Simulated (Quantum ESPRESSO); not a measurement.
# Pb (Lead): phonons by linear response, part 2 of 3

How does Pb (Lead) vibrate, and is this structure a minimum?

Quantum ESPRESSO 7.5; DFT LDA, scalar-relativistic, plane waves, PseudoDojo norm-conserving pseudopotentials.

So far. Step 2 (A first look): No gap opens on this mesh, so smearing is kept; the start stands at -1.1 GPa. Step 4 (Ground state): The cell stands at -0.0070 GPa, close enough for phonons. The relaxed cell has a = 4.888 Å (conventional setting).

### Step 5. Linear response on the mesh

Linear response treats each wavevector in the unit cell, with no supercell; the 4×4×4 mesh fixes the range of the force constants to be had.

File ph.in:

```
phonons
&INPUTPH
  prefix       = 'x'
  outdir       = './tmp'
  fildyn       = 'x.dyn'
  tr2_ph       = 1.0d-18
  alpha_mix(1) = 0.4
  nmix_ph      = 8
  ldisp        = .true.
  nq1          = 4
  nq2          = 4
  nq3          = 4
/
```

On the command line:

```bash
OMP_NUM_THREADS=1 mpirun -n 4 ph.x -nk 4 -in ph.in > ph.out
```

Numbers of over 12 decimals in the logs are rounded to 6 here.

The log of the run:

```text
[banners, grids, parts of the stress and lines that vanish by symmetry left out]
[banner, memory and clock lines left out]
Program PHONON v.7.5

     ./tmp/x.save/

     IMPORTANT: XC functional enforced from input :
     Exchange-correlation= PW
                           (   1   4   0   0   0   0   0)
     Any further DFT definition will be discarded
     Please, verify this is what you really want

     G-vector sticks info

     Reading collected, re-writing distributed wavefunctions in ./tmp/

     Dynamical matrices for ( 4, 4, 4)  uniform grid of q-points
     (   8 q-points):
       N         xq(1)         xq(2)         xq(3)
       1   0.000000000   0.000000000   0.000000000
       2  -0.176776695   0.176776695  -0.176776695
       3   0.353553391  -0.353553391   0.353553391
       4   0.000000000   0.353553391   0.000000000
[...]
Number and degeneracy of irreps per q-point
       N         xq(1)         xq(2)         xq(3)   N irreps
       1   0.000000000   0.000000000   0.000000000       1
        3
       2  -0.176776695   0.176776695  -0.176776695       2
        1   2
       3   0.353553391  -0.353553391   0.353553391       2
        1   2
       4   0.000000000   0.353553391   0.000000000       2
        1   2
       5   0.530330086  -0.176776695   0.530330086       3
     No degeneracy
       6   0.353553391   0.000000000   0.353553391       3
     No degeneracy
       7   0.000000000  -0.707106781   0.000000000       2
        1   2
       8  -0.353553391  -0.707106781   0.000000000       2
        1   2

     Calculation of q =    0.0000000   0.0000000   0.0000000

     phonons

     bravais-lattice index     =            0
     lattice parameter (alat)  =       6.5321  a.u.
     unit-cell volume          =     197.0760 (a.u.)^3
     number of atoms/cell      =            1
     number of atomic types    =            1
     kinetic-energy cut-off    =      62.0000  Ry
     charge density cut-off    =     248.0000  Ry
     convergence threshold     =      1.0E-18
     beta                      =       0.4000
     number of iterations used =            8
     Exchange-correlation= PW
                           (   1   4   0   0   0   0   0)

     celldm(1)=    6.53205  celldm(2)=    0.00000  celldm(3)=    0.00000
     celldm(4)=    0.00000  celldm(5)=    0.00000  celldm(6)=    0.00000

     crystal axes: (cart. coord. in units of alat)
               a(1) = ( -0.7071  0.0000  0.7071 )
               a(2) = (  0.0000  0.7071  0.7071 )
               a(3) = ( -0.7071  0.7071  0.0000 )

     reciprocal axes: (cart. coord. in units 2 pi/alat)
               b(1) = ( -0.7071 -0.7071  0.7071 )
               b(2) = (  0.7071  0.7071  0.7071 )
               b(3) = ( -0.7071  0.7071 -0.7071 )

     Atoms inside the unit cell:

     Cartesian axes

     site n.  atom      mass           positions (alat units)
        1  Pb    207.2000   tau(    1) = (    0.00000    0.00000    0.00000  )

     Computing dynamical matrix for
                    q = (   0.0000000   0.0000000   0.0000000 )

     49 Sym.Ops. (with q -> -q+G )

     G cutoff =  268.0348  (  13107 G-vectors)     FFT grid: ( 36, 36, 36)

     number of k points=    72  Marzari-Vanderbilt smearing, width (Ry)=  0.0200

     PseudoPot. # 1 for Pb read from file:
     ./pseudo/Pb.upf
     Pseudo is Norm-conserving + core correction, Zval = 14.0

     Mode symmetry, O_h (m-3m)  point group:

     Atomic displacements:
     There are    1 irreducible representations

     Representation     1      3 modes -  To be done

     Alpha used in Ewald sum =   2.5000

     Representation #   1 modes #   1   2   3

     Self-consistent Calculation
      iter #   1   av.it.:   8.6
      thresh= 1.000E-02 alpha_mix =  0.400 |ddv_scf|^2 =  3.451E-06
      iter #   2   av.it.:  13.0
      thresh= 1.858E-04 alpha_mix =  0.400 |ddv_scf|^2 =  5.243E-08
      iter #   3   av.it.:  12.8
      thresh= 2.290E-05 alpha_mix =  0.400 |ddv_scf|^2 =  4.384E-09
      iter #   4   av.it.:  12.7
      thresh= 6.621E-06 alpha_mix =  0.400 |ddv_scf|^2 =  1.521E-11
[...]
End of self-consistent calculation

     Convergence has been achieved

     Number of q in the star =    1
     List of q in the star:
[...]
Diagonalizing the dynamical matrix

     q = (    0.000000000   0.000000000   0.000000000 )

 **************************************************************************
     freq (    1) =       0.036347 [THz] =       1.212412 [cm-1]
     freq (    2) =       0.036347 [THz] =       1.212412 [cm-1]
     freq (    3) =       0.036347 [THz] =       1.212412 [cm-1]
 **************************************************************************

     Mode symmetry, O_h (m-3m)  point group:

     freq (   1-   3) =          1.2  [cm-1]   --> T_1u G_15  G_4- I

     Calculation of q =   -0.1767767   0.1767767  -0.1767767
     [... set-up and bands at k+q left out ...]

     Mode symmetry, C_3v (3m)   point group:

     Atomic displacements:
     There are    2 irreducible representations

     Representation     1      1 modes -  To be done

     Representation     2      2 modes -  To be done

     Message from routine init_vloc:
     Interpolation table for Vloc re-allocated

     Alpha used in Ewald sum =   2.5000

     Representation #   1 mode #   1

     Self-consistent Calculation

[...]
[... iterations left out ...]
[...]
End of self-consistent calculation

     Convergence has been achieved

     Representation #   2 modes #   2   3

     Self-consistent Calculation

[...]
[... iterations left out ...]
[...]
End of self-consistent calculation

     Convergence has been achieved

     Number of q in the star =    8
     List of q in the star:
[...]
Diagonalizing the dynamical matrix

     q = (   -0.176776695   0.176776695  -0.176776695 )

 **************************************************************************
     freq (    1) =       0.719310 [THz] =      23.993592 [cm-1]
     freq (    2) =       0.719310 [THz] =      23.993592 [cm-1]
     freq (    3) =       1.623766 [THz] =      54.163004 [cm-1]
 **************************************************************************

     Mode symmetry, C_3v (3m)   point group:

     freq (   1-   2) =         24.0  [cm-1]   --> E    L_3
     freq (   3-   3) =         54.2  [cm-1]   --> A_1  L_1

     Calculation of q =    0.3535534  -0.3535534   0.3535534
     [... set-up and bands at k+q left out ...]

     Mode symmetry, D_3d (-3m)  point group:

     Atomic displacements:
     There are    2 irreducible representations

     Representation     1      1 modes -  To be done

[...]
Alpha used in Ewald sum =   2.5000

     Representation #   1 mode #   1

     Self-consistent Calculation

[...]
[... iterations left out ...]
[...]
End of self-consistent calculation

     Convergence has been achieved

     Representation #   2 modes #   2   3

[...]
[... iterations left out ...]
[...]
Convergence has been achieved

     Number of q in the star =    4
     List of q in the star:
[...]
Diagonalizing the dynamical matrix

     q = (    0.353553391  -0.353553391   0.353553391 )

[...]
freq (    1) =       1.040097 [THz] =      34.693908 [cm-1]
     freq (    2) =       1.040097 [THz] =      34.693908 [cm-1]
     freq (    3) =       2.171186 [THz] =      72.422966 [cm-1]
[...]
Mode symmetry, D_3d (-3m)  point group:

     freq (   1-   2) =         34.7  [cm-1]   --> E_u  L_3'
     freq (   3-   3) =         72.4  [cm-1]   --> A_2u L_2'

     Calculation of q =    0.0000000   0.3535534   0.0000000
     [... set-up and bands at k+q left out ...]

     Mode symmetry, C_4v (4mm)  point group:

     Atomic displacements:
     There are    2 irreducible representations

[...]
Alpha used in Ewald sum =   2.5000

     Representation #   1 mode #   1

[...]
Convergence has been achieved

     Representation #   2 modes #   2   3

[...]
Convergence has been achieved

     Number of q in the star =    6
     List of q in the star:
[...]
Diagonalizing the dynamical matrix

     q = (    0.000000000   0.353553391   0.000000000 )

[...]
freq (    1) =       1.065209 [THz] =      35.531561 [cm-1]
     freq (    2) =       1.065209 [THz] =      35.531561 [cm-1]
     freq (    3) =       1.729778 [THz] =      57.699188 [cm-1]
[...]
Mode symmetry, C_4v (4mm)  point group:

     freq (   1-   2) =         35.5  [cm-1]   --> E    G_5 D_5
     freq (   3-   3) =         57.7  [cm-1]   --> A_1  G_1 D_1

     Calculation of q =    0.5303301  -0.1767767   0.5303301
     [... set-up and bands at k+q left out ...]

     Mode symmetry, C_s (m)     point group:

     Atomic displacements:
     There are    3 irreducible representations

[...]
Alpha used in Ewald sum =   2.5000

     Representation #   1 mode #   1

[...]
Convergence has been achieved

[...]
Convergence has been achieved

[...]
Convergence has been achieved

     Number of q in the star =   24
     List of q in the star:
[...]
Diagonalizing the dynamical matrix

     q = (    0.530330086  -0.176776695   0.530330086 )

[...]
freq (    1) =       1.211511 [THz] =      40.411650 [cm-1]
     freq (    2) =       1.569495 [THz] =      52.352726 [cm-1]
     freq (    3) =       1.987335 [THz] =      66.290344 [cm-1]
[...]
Mode symmetry, C_s (m)     point group:

     freq (   1-   1) =         40.4  [cm-1]   --> A''
     freq (   2-   2) =         52.4  [cm-1]   --> A'
     freq (   3-   3) =         66.3  [cm-1]   --> A'

     Calculation of q =    0.3535534   0.0000000   0.3535534
     [... set-up and bands at k+q left out ...]

     Mode symmetry, C_2v (mm2)  point group:

     Atomic displacements:
     There are    3 irreducible representations

[...]
Alpha used in Ewald sum =   2.5000

[...]
Convergence has been achieved

[...]
Convergence has been achieved

[...]
Convergence has been achieved

     Number of q in the star =   12
     List of q in the star:
[...]
Diagonalizing the dynamical matrix

     q = (    0.353553391   0.000000000   0.353553391 )

[...]
freq (    1) =       1.034995 [THz] =      34.523727 [cm-1]
     freq (    2) =       1.583531 [THz] =      52.820901 [cm-1]
     freq (    3) =       1.869761 [THz] =      62.368518 [cm-1]
[...]
Mode symmetry, C_2v (mm2)  point group:

     freq (   1-   1) =         34.5  [cm-1]   --> B_1  D_3  S_3
     freq (   2-   2) =         52.8  [cm-1]   --> B_2  D_4  S_4
     freq (   3-   3) =         62.4  [cm-1]   --> A_1  D_1  S_1

     Calculation of q =    0.0000000  -0.7071068   0.0000000
     [... set-up and bands at k+q left out ...]

     Mode symmetry, D_4h(4/mmm) point group:

     Atomic displacements:
     There are    2 irreducible representations

[...]
Alpha used in Ewald sum =   2.5000

     Representation #   1 mode #   1

[...]
Convergence has been achieved

     Representation #   2 modes #   2   3

[...]
Convergence has been achieved

     Number of q in the star =    3
     List of q in the star:
[...]
Diagonalizing the dynamical matrix

     q = (    0.000000000  -0.707106781   0.000000000 )

[...]
freq (    1) =       1.022710 [THz] =      34.113941 [cm-1]
     freq (    2) =       1.022710 [THz] =      34.113941 [cm-1]
     freq (    3) =       2.008043 [THz] =      66.981092 [cm-1]
[...]
Mode symmetry, D_4h(4/mmm) point group:

     freq (   1-   2) =         34.1  [cm-1]   --> E_u  X_5' M_5'
     freq (   3-   3) =         67.0  [cm-1]   --> A_2u X_4' M_4'

     Calculation of q =   -0.3535534  -0.7071068   0.0000000
     [... set-up and bands at k+q left out ...]

     Mode symmetry, D_2d (-42m) point group:

     Atomic displacements:
     There are    2 irreducible representations

     Representation     1      1 modes -  To be done

     Representation     2      2 modes -  To be done

     Alpha used in Ewald sum =   2.5000

     Representation #   1 mode #   1

     Self-consistent Calculation

[...]
[... iterations left out ...]
[...]
End of self-consistent calculation

     Convergence has been achieved

     Representation #   2 modes #   2   3

     Self-consistent Calculation

      iter #   1   av.it.:   9.3
      thresh= 1.000E-02 alpha_mix =  0.400 |ddv_scf|^2 =  4.484E-05

      [... iterations left out ...]
      iter #  10   av.it.:  13.5
      thresh= 2.575E-10 alpha_mix =  0.400 |ddv_scf|^2 =  4.150E-20

     End of self-consistent calculation

     Convergence has been achieved

     Number of q in the star =    6
     List of q in the star:
[...]
5  -0.707106781  -0.353553391  -0.000000000
          6   0.000000000  -0.353553391  -0.707106781

     Diagonalizing the dynamical matrix

     q = (   -0.353553391  -0.707106781   0.000000000 )

 **************************************************************************
     freq (    1) =       1.491112 [THz] =      49.738139 [cm-1]
     freq (    2) =       1.633345 [THz] =      54.482535 [cm-1]
     freq (    3) =       1.633345 [THz] =      54.482535 [cm-1]
 **************************************************************************

     Mode symmetry, D_2d (-42m) point group:

     freq (   1-   1) =         49.7  [cm-1]   --> B_2  X_3  W_2
     freq (   2-   3) =         54.5  [cm-1]   --> E    X_5  W_3


[key lines of the parts left out:]
the Fermi energy is    11.6892 ev
```

Elapsed: 29 min, on 4 MPI ranks of Arm Neoverse V2, shared host; 1.9 h of CPU time.

Read from the output:

```yaml
largest_acoustic_frequency_at_the_zone_centre_before_the_sum_rule: 1.21 cm⁻¹
lowest_mode_on_the_q_mesh_acoustic_ones_at_the_zone_centre_apart: 23.99 cm⁻¹
```

Frequencies (cm⁻¹) at each irreducible wavevector; negative means imaginary. Frequencies by wavevector:

| q (fractions) | star | mode 1 | mode 2 | mode 3 |
| --- | --- | --- | --- | --- |
| 0 0 0 | 1 | 1.21 | 1.21 | 1.21 |
| 0 0 0.25 | 8 | 23.99 | 23.99 | 54.16 |
| 0 0 -0.5 | 4 | 34.69 | 34.69 | 72.42 |
| 0 0.25 0.25 | 6 | 35.53 | 35.53 | 57.7 |
| 0 0.25 -0.5 | 24 | 40.41 | 52.35 | 66.29 |
| 0 0.25 -0.25 | 12 | 34.52 | 52.82 | 62.37 |
| 0 -0.5 -0.5 | 3 | 34.11 | 34.11 | 66.98 |
| 0.25 -0.5 -0.25 | 6 | 49.74 | 54.48 | 54.48 |

The acoustic modes at Γ come out as far as 1.2 cm⁻¹ from zero, where they should vanish, a small numerical error.

### Step 6. Fourier transform to real space

The dynamical matrices of the mesh are Fourier-transformed to force constants in real space.

File q2r.in:

```
&INPUT
  fildyn = 'x.dyn'
  zasr   = 'crystal'
  flfrc  = 'x.fc'
/
```

On the command line:

```bash
q2r.x < q2r.in > q2r.out
```

The log of the run:

```text
[banners, grids, parts of the stress and lines that vanish by symmetry left out]
[banner, memory and clock lines left out]
Program Q2R v.7.5

  reading grid info from file x.dyn0

  reading force constants from file x.dyn1
  Dielectric Tensor not found
  nqs=            1
 q=   0.00000000  0.00000000  0.00000000
  reading force constants from file x.dyn2
  nqs=            8
 q=  -0.17677670  0.17677670 -0.17677670
[...]
reading force constants from file x.dyn7
  nqs=            3
[...]
reading force constants from file x.dyn8
  nqs=            6
[...]
q=  -0.70710678 -0.35355339 -0.00000000
 q=   0.00000000 -0.35355339 -0.70710678

      q-space grid ok, #points =   64

      fft-check success (sum of imaginary terms < 10^-12)
```

Elapsed: 0.46 s, on 1 thread.

### Step 7. Interpolated phonon bands

From the force constants any wavevector is cheap; points of the mesh come back as solved, but for the sum rule and, in polar crystals, the LO-TO term at Γ; the rest is interpolation.

File matdyn.in:

```
&INPUT
  asr              = 'crystal'
  flfrc            = 'x.fc'
  flfrq            = 'x.freq'
  flvec            = 'x.modes'
  q_in_band_form   = .true.
  q_in_cryst_coord = .true.
/
8
  0.0000000   0.0000000   0.0000000  12  ! GAMMA
  0.0000000   0.5000000   0.5000000  12  ! X
  0.0000000   0.6250000   0.3750000   1  ! U
 -0.3750000   0.3750000  -0.0000000  12  ! K
  0.0000000   0.0000000   0.0000000  12  ! GAMMA
  0.0000000   0.5000000   0.0000000  12  ! L
 -0.2500000   0.5000000   0.2500000  12  ! W
  0.0000000   0.5000000   0.5000000   1  ! X
```

On the command line:

```bash
matdyn.x -in matdyn.in > matdyn.out
```

The log of the run:

```text
[banner, memory and clock lines left out]
Program MATDYN v.7.5

 mass for atomic type   1 not given; uses mass from file x.fc
 Norm of the difference between old and new effective charges:    0.000000

 Norm of the difference between old and new force-constants:   4.99047e-06

     Message from routine matdyn:
     Z* not found in file x.fc, TO-LO splitting at q=0 will be absent!
     Message from routine matdyn:
     Z* not found in file x.fc, TO-LO splitting at q=0 will be absent!

Note: The following floating-point exceptions are signalling: IEEE_UNDERFLOW_FLAG
```

It took 0.46 s on 1 thread.

Numbers from this step:

| Quantity | Value |
| --- | --- |
| lowest frequency on the path | 0 cm⁻¹ |
| mean frequency | 47.9 cm⁻¹ |
| Debye temperature (second moment) | 92 K |
| logarithmic mean frequency | 45.7 cm⁻¹ |

Matdyn.x, sum rule crystal. The phonon branches at the labelled points (cm⁻¹):

| point | branch 1 | branch 2 | branch 3 |
| --- | --- | --- | --- |
| Γ | 0 | 0 | 0 |
| halfway | 36 | 36 | 58 |
| X | 34 | 34 | 67 |
| halfway | 36 | 41 | 66 |
| U | 38 | 54 | 64 |
| jump to K | 38 | 54 | 64 |
| halfway | 27 | 42 | 57 |
| Γ | 0 | 0 | 0 |
| halfway | 24 | 24 | 54 |
| L | 35 | 35 | 72 |
| halfway | 42 | 52 | 67 |
| W | 50 | 54 | 54 |
| halfway | 41 | 43 | 65 |
| X | 34 | 34 | 67 |

The phonon branches as a text plot (rows in cm⁻¹):

```
     71 |                                       *****
     68 |        *******                       *     **        **
     65 |       *       **                    *              **
     62 |                 *****                        *    *
     59 |      *          ***  *             *          **
     56 |                    *  *                      *****
     53 |                *    *             *         *    *
     50 |     *                  *                   *    **
     47 |               *      *           *            **  *
     44 |                         *                 *  *     *
     41 |    *   **    *        *         *          **       *
     38 |       *  *    ******                     **         **
     35 |      *    ****      *  * *            ****           **
     32 |   * *                *         *     *
     29 |                         *           *
     26 |    *                  *   *        *
     23 |                        * *        *
     20 |  **                           *  *
     17 |                         *       *
     14 |  *                       ****  *
     11 | *
      8 | *                         *** *
      5 |                            **
      2 |*                             *
         Γ           X  U|K            Γ         L        W     X
```

Lowest modes at the softest wavevector of the mesh; phase exp(i q.(R + tau)). Modes at q = (0.000, 0.250, 0.000):

| mode | frequency (cm⁻¹) |
| --- | --- |
| 1 | 24.0 |
| 2 | 24.0 |
| 3 | 54.2 |

Displacements in mode 1 (24.0 cm⁻¹), the largest set to 1, in the home cell:
```
Pb1 -0.29  1.00 -0.71
```

Displacements in mode 3 (54.2 cm⁻¹), the largest set to 1, in the home cell:
```
Pb1 1.00 1.00 1.00
```

[end of part 2 of 3]

[Host names and launcher messages were left out of these logs when they were recorded.]

[Logs are printed without paths, hosts, clocks, repeated set-up lines and the standing remarks that a program may print on its own settings, such as how far it seeks lower states.]

[Hosts, paths, dates, database ids (printed as entryN), source tags and the programs' standing remarks are cut or masked in the printed files.]
